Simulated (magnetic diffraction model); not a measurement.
# Moment size from magnetic intensity in Er₃In₄Ga₄Ag₃

Space group Immm (no. 71), a = 4.5620 Å, b = 9.9690 Å, c = 13.3770 Å.

| site | atom | x | y | z |
| --- | --- | --- | --- | --- |
| 4i | Er | 1/2 | 1/2 | 0.2954 |
| 2c | Er | 1/2 | 1/2 | 0 |
| 8l | In | 0 | 0.6262 | 0.8419 |
| 4g | Ag | 0 | 0.1888 | 0 |
| 2b | Ag | 1/2 | 0 | 0 |
| 8l | Ga | 1/2 | 0.2150 | 0.1406 |

The compound is invented for this exercise: a known structure type with other elements, its cell scaled to their sizes and not relaxed.

Only Er is taken to order (form factors of Er3+); orders and moment sizes are assumed, and not adapted to the symmetry. Radiation: neutrons of λ = 2.52 Å, 8° to 75°; isotropic B of 0.16 Å² (Er), 0.17 Å² (In), 0.21 Å² (Ag) and 0.21 Å² (Ga). Simulated constant-wavelength pattern: nuclear and magnetic terms add, the magnetic one as |2.695 fm × Σ f S⊥ exp(2πi Q·r) exp(−B s²)|², summed over all Q at one angle with the factor 1/(sin²θ cos θ). For collinear order S is the moment m, which repeats by lattice and centring translations R with the sign exp(−2πi k·R). Free-ion form factors, Sears's scattering lengths of 1992, no absorption; a label names one of the reflections at its angle. The strongest nuclear line in the range is 100, and lines under 0.2 are left out.

In a first state the assumed order is k = (0 1/2 1/2), collinear moments along [111], 7.7 μB on Er; signs + at (1/2, 1/2, 0.2954), + at (1/2, 1/2, 0.7046), + at (1/2, 1/2, 0), with this pattern:

```tsv
2θ (°)	index	nuclear	magnetic
9.04	(0 1/2 1/2)	0.0	54.2
17.81	(0 1/2 -3/2)	0.0	31.0
18.14	(0 1 1)	2.8	0.0
22.53	(0 3/2 -1/2)	0.0	51.0
27.35	(0 3/2 3/2)	0.0	2.4
28.22	(0 1/2 5/2)	0.0	10.3
29.29	(0 2 0)	0.8	0.0
33.38	(1 1/2 -1/2)	0.0	49.7
33.93	(1 0 1)	1.9	0.0
35.19	(0 3/2 -5/2)	0.0	31.4
35.37	(1 1 0)	0.6	0.0
36.06	(0 1 3)	0.4	0.0
36.75	(0 2 2)	0.2	0.0
36.92	(1 1/2 3/2)	0.0	13.3
37.26	(0 5/2 1/2)	0.0	11.3
39.23	(0 1/2 -7/2)	0.0	3.6
```
(The table stops after 16 lines; 58 more lie at higher angle.)

**Question.** Nearer the ordering temperature the line at 9.04° has total intensity 13.6 on the same scale, and all moments have shrunk alike. How large is the Er moment?

The nuclear part, 0.0, stays, so the magnetic part is 13.6 against 54.2. It goes as m², so m = 7.7 × √(13.6/54.2) = 3.86 μB; the value used was 3.85 μB.

[Logs are printed without paths, hosts, clocks, repeated set-up lines and the standing remarks that a program may print on its own settings, such as how far it seeks lower states.]
